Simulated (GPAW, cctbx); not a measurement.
# AgS3Br: what bonding does to one electron reflection, worked out

AgS3Br, Cmmm (no. 65), a = 4.5899 Å, b = 9.0897 Å, c = 6.7945 Å, α = 90.00°, β = 90.00°, γ = 90.00°.

| atom | mult. | x | y | z |
| --- | --- | --- | --- | --- |
| Ag1 | 2 | 0 | 0 | 0 |
| Br1 | 2 | 1/2 | 0 | 1/2 |
| S1 | 4 | 3/4 | 1/4 | 0 |
| S2 | 2 | 0 | 0 | 1/2 |

The start was made by putting kin elements into a known structure type; the compound need not exist, or be stable, in this form.

A DFT run (GPAW, PBE, 450 eV, 5×5×3 k-points (along the axes of the calculation cell), Fermi–Dirac width 0.05 eV) gives the static X-ray structure factor of 020 as 122.536 e for the conventional cell; superposed free atoms give 123.108 e. **Problem.** Find the Fourier component V of the crystal potential and the two-beam extinction distance at 200 kV in both cases.

### 1. Geometry

The cell volume is Ω = 283.47 Å³ and d(020) = 4.5449 Å, so g = 1/d = 0.2200 Å⁻¹.

### 2. The nuclei

Electrons feel nuclei as well as electrons, so the nuclear charges are summed with the same phases.

Phase sums Σ exp(2πi h·x), turned so that the total is real and positive: Ag +2.000, Br +2.000, S -2.000. Then F_Z = 47 × (+2.000) + 35 × (+2.000) + 16 × (-2.000) = 132.00 e. The electron term has the same sign for this reflection.

### 3. Mott–Bethe

Poisson's equation, term by term, gives V = (e/4πε₀)(F_Z − F)/(πΩg²), with e/4πε₀ = 14.3996 V Å.

The prefactor is 14.3996 × 4.5449²/(π × 283.47) = 0.33399 V per electron. Free atoms: (132.00 − 123.108) × 0.33399 = 2.970 V. Crystal: (132.00 − 122.536) × 0.33399 = 3.161 V. F changes by -0.46 % and V by +6.4 %: the same 0.57 e is measured against F_Z − F = 8.9 e in place of F = 123.1 e.

### 4. Extinction distance

In the two-beam case ξ = 1/(λU) with U = 2γm₀eV/h², that is ξ = 150.41 V Å²/(γλV).

At 200 kV, λ = 0.02508 Å and γ = 1.3914. Free atoms: ξ = 1451 Å. Crystal: ξ = 1364 Å. The thickness fringes go as sin²(πt/ξ), so the two patterns slip by a quarter of a period when t|1/ξ₁ − 1/ξ₀| = 1/4, at t ≈ 564 nm. Thermal motion, absorption and many-beam coupling, left out here, change a real pattern.

### 5. Answer

V(020) is 3.16 V against 2.97 V, and ξ is 1364 against 1451 Å. Limits: static atoms, two beams.
